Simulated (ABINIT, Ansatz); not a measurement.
## KSnH3 (Pm-3m): zone-centre phonons

Which modes does KSnH3 (Pm-3m) have at the zone centre?

Main program and level: ABINIT 10.8.3; DFT PBEsol, scalar-relativistic, plane waves, PseudoDojo norm-conserving pseudopotentials.

This is a report of a sequence of runs, with most program output left out.

The structure was built from a prototype and need not be the compound's stable phase.

## 1. Starting point

It takes space group Pm-3m (No. 221, cubic). The conventional cell has a = 4.307 Å, b = 4.307 Å, c = 4.307 Å, α = 90.00°, β = 90.00°, γ = 90.00°. Nearest to K lie 12 H at 3.05 Å. Sn has 6 H at 2.15 Å nearest. Nearest to H lie 2 Sn at 2.15 Å and 4 K at 3.05 Å and 8 H at 3.05 Å. Farther neighbours are not listed.

## 2. Relaxing the cell and atoms

The harmonic expansion needs vanishing forces, and a free crystal bears no stress, so cell and atoms are brought to rest. Stress is more sensitive to the basis than forces are: the last 3 Ha under the cutoff are smoothed with ecutsm.

The starting cell comes from a relaxation made beforehand in Ansatz (PBEsol, PseudoDojo NC).

The input, relax.abi:

```
# relaxation
ionmov 2
optcell 2
dilatmx 1.08
ntime 40
tolmxf 1.0d-05
tolvrs 1.0d-14
prtwf 0
prtden 0
chksymtnons 0

# basis, mesh and filling
ecut 41.0
ecutsm 3.0
ngkpt 6 6 6
nshiftk 1
shiftk 0.0 0.0 0.0
istwfk *1
occopt 6
tsmear 0.01
nband 20
nstep 100
diemac 1000000.0
prtebands 0
prtgsr 0
useylm 1

# cell and atoms
acell 8.139238777 8.139238777 8.139238777
rprim 
    1.0 0.0 0.0
    0.0 1.0 0.0
    0.0 0.0 1.0
ntypat 3
znucl 19 50 1
natom 5
typat 1 2 3 3 3
xred 
    0.0 0.0 0.0
    0.5 0.5 0.5
    0.5 0.5 0.0
    0.5 0.0 0.5
    0.0 0.5 0.5
pp_dirpath "./pseudo"
pseudos "K.upf, Sn.upf, H.upf"
```

Run with:

```sh
OMP_NUM_THREADS=1 mpirun -n 4 abinit relax.abi > relax.log
```

Wall time 2.6 min (4 MPI ranks of Intel Xeon at 2.70GHz, shared host); 10 min of CPU time.

Little changed from the start: no atom moved by 0.005 Å and no cell edge by 0.1 %.

Read from the output:

- volume per atom: 16.02 Å³
- pressure: 1.72e-4 GPa
- gap on the k-mesh: 0 eV

The volume changes by +0.2 % from the cell with which this run began.

## 3. Self-consistent run for the response

First-order wavefunctions inherit every error of the ground state, hence the very tight tolvrs. ecutsm is kept as in the relaxation, so that the cell stays at rest. Occupations are smeared.

The input, gs.abi:

```
# ground state
tolvrs 1.0d-16
prtden 1
prtwf 1

# basis, mesh and filling
ecut 41.0
ecutsm 3.0
ngkpt 6 6 6
nshiftk 1
shiftk 0.0 0.0 0.0
istwfk *1
occopt 6
tsmear 0.01
nband 20
nstep 100
diemac 1000000.0
prtebands 0
prtgsr 0
useylm 1

# cell and atoms
acell 8.145348493 8.145348493 8.145348493
rprim 
    1.0 0.0 0.0
    0.0 1.0 0.0
    0.0 0.0 1.0
ntypat 3
znucl 19 50 1
natom 5
typat 1 2 3 3 3
xred 
    0.0 0.0 0.0
    0.5 0.5 0.5
    0.5 0.5 0.0
    0.5 0.0 0.5
    0.0 0.5 0.5
pp_dirpath "./pseudo"
pseudos "K.upf, Sn.upf, H.upf"
```

Run with:

```sh
OMP_NUM_THREADS=1 mpirun -n 4 abinit gs.abi > gs.log
```

Run time: 42 s. Hardware: 4 MPI ranks; 2.8 min of CPU time.

Read from the output:

```
pressure : 1.80e-4 GPa
```

The cell stands at 1.8e-4 GPa, close enough for phonons.

## 4. Zone-centre response

At q = 0 one unit cell holds all displacements. The response is solved for single atoms along the cell's directions, and symmetry skips those that follow from others. The crystal is treated as a metal, which screens a static field, so no field response is asked.

The input, dfpt_gamma.abi:

```

# common to the responses
getwfk_filepath "gso_WFK"
kptopt 2
nqpt 1
qpt 0.0 0.0 0.0
asr 0
chneut 0

# displacements
rfphon 1
rfatpol 1 5
rfdir 1 1 1
tolvrs 1.0d-10
prtwf 0

# basis, mesh and filling
ecut 41.0
ecutsm 3.0
ngkpt 6 6 6
nshiftk 1
shiftk 0.0 0.0 0.0
istwfk *1
occopt 6
tsmear 0.01
nband 20
nstep 100
diemac 1000000.0
prtebands 0
prtgsr 0
useylm 1

# cell and atoms
acell 8.145348493 8.145348493 8.145348493
rprim 
    1.0 0.0 0.0
    0.0 1.0 0.0
    0.0 0.0 1.0
ntypat 3
znucl 19 50 1
natom 5
typat 1 2 3 3 3
xred 
    0.0 0.0 0.0
    0.5 0.5 0.5
    0.5 0.5 0.0
    0.5 0.0 0.5
    0.0 0.5 0.5
pp_dirpath "./pseudo"
pseudos "K.upf, Sn.upf, H.upf"
```

Run with:

```sh
OMP_NUM_THREADS=1 mpirun -n 4 abinit dfpt_gamma.abi > dfpt_gamma.log
```

The job ended after 4.9 min (4 MPI ranks; 19 min of CPU time).

This step gave:

| Item | Value |
| --- | --- |
| largest acoustic frequency at the zone centre before the sum rule | -2.13 cm⁻¹ |
| highest optical zone-centre mode (no LO-TO term) | 531.4 cm⁻¹ |
| lowest optical zone-centre mode | -1185 cm⁻¹ |

The acoustic modes at Γ come out as far as 2.1 cm⁻¹ from zero, where they should vanish, a small numerical error. The lowest optical mode is imaginary, 1185i cm⁻¹, an instability at this level and on this k mesh.

## 5. Modes with the sum rule

anaddb reads the merged derivatives and imposes the acoustic sum rule.

The input, anaddb.abi:

```
ddb_filepath "gamma_DDB"
output_file "anaddb.abo"
outdata_prefix "anaddb"
asr 1
chneut 1
enunit 2
eivec 1
nph1l 1
qph1l 0.0 0.0 0.0 1.0
```

The input, mrgddb.in:

```
gamma_DDB
merged
2
dfpt_gammao_DDB
gso_DDB
```

Run with:

```sh
mrgddb < mrgddb.in > mrgddb.log
OMP_NUM_THREADS=1 anaddb anaddb.abi > anaddb.log
```

Elapsed: 0.71 s, on 1 thread.

No LO-TO term; unit eigenvectors of the mass-weighted matrix, from anaddb's displacements. Modes at Γ, with each element's share of the kinetic energy (negative means imaginary):

| mode | frequency (cm⁻¹) | symmetry | K % | Sn % | H % |
| --- | --- | --- | --- | --- | --- |
| 1 | -1184.6 | T1u | 0 | 1 | 99 |
| 2 | -1184.6 | T1u | 0 | 1 | 99 |
| 3 | -1184.6 | T1u | 0 | 1 | 99 |
| 4 | 0.0 | acoustic | 24 | 74 | 2 |
| 5 | 0.0 | acoustic | 24 | 74 | 2 |
| 6 | 0.0 | acoustic | 24 | 74 | 2 |
| 7 | 75.4 | T1u | 76 | 24 | 1 |
| 8 | 75.4 | T1u | 76 | 24 | 1 |
| 9 | 75.4 | T1u | 76 | 24 | 1 |
| 10 | 480.7 | T2u | 0 | 0 | 100 |
| 11 | 480.7 | T2u | 0 | 0 | 100 |
| 12 | 480.7 | T2u | 0 | 0 | 100 |
| 13 | 531.3 | T1u | 0 | 2 | 98 |
| 14 | 531.3 | T1u | 0 | 2 | 98 |
| 15 | 531.3 | T1u | 0 | 2 | 98 |

Displacements in mode 3 (-1184.6 cm⁻¹), the largest set to 1:
```
K1   0.00  0.00  0.00
Sn2  0.00  0.00  0.01
H3   0.00  0.00 -1.00
H4   0.00  0.00  0.03
H5   0.00  0.00  0.03
```

Displacements in mode 13 (531.3 cm⁻¹), the largest set to 1:
```
K1   0.00  0.00  0.00
Sn2  0.00  0.00  0.02
H3   0.00  0.00 -0.04
H4   0.00  0.00 -1.00
H5   0.00  0.00 -1.00
```

The rule moves no optical mode by more than 0.2 cm⁻¹.

## 6. Sum rules set otherwise (asr 0)

Without the rule the raw error of the acoustic modes shows.

Edit anaddb.abi of step 5 so:

```diff
@@ -3,4 +3,4 @@
 outdata_prefix "anaddb"
-asr 1
-chneut 1
+asr 0
+chneut 0
 enunit 2
```

mrgddb.in is that of step 5.

Run time: 0.72 s. Hardware: 1 thread.

Zone-centre frequencies as printed; negative means imaginary. Modes:

| mode | frequency (cm⁻¹) |
| --- | --- |
| 1 | -1185 |
| 2 | -1185 |
| 3 | -1185 |
| 4 | -2.13 |
| 5 | -2.13 |
| 6 | -2.13 |
| 7 | 75.22 |
| 8 | 75.22 |
| 9 | 75.22 |
| 10 | 480.7 |
| 11 | 480.7 |
| 12 | 480.7 |
| 13 | 531.4 |
| 14 | 531.4 |
| 15 | 531.4 |

## 7. Summary of results

```json
{
  "space group after relaxation": "Pm-3m",
  "volume per atom": "16.0 Å³",
  "highest optical zone-centre mode (no LO-TO term)": "531.4 cm⁻¹",
  "lowest optical zone-centre mode": "-1185 cm⁻¹",
  "imaginary optical modes at the zone centre (no q mesh in this session)": "yes"
}
```

At the PBEsol level the optical modes of KSnH3 (Pm-3m) at the zone centre run from 1185i to 531 cm⁻¹, so the structure is a saddle point, with 3 modes beyond 10i cm⁻¹ there. These are harmonic frequencies at zero temperature: anharmonic shifts and linewidths and thermal expansion are left out. In a metal the frequencies hang on the k mesh and the smearing, most of all near Kohn anomalies. The structure is a hypothetical one, built on a prototype.

[Host names and launcher messages were left out of these logs when they were recorded.]

[Logs are printed without paths, hosts, clocks, repeated set-up lines and the standing remarks that a program may print on its own settings, such as how far it seeks lower states.]

[Hosts, paths, dates, database ids (printed as entryN), source tags and the programs' standing remarks are cut or masked in the printed files.]
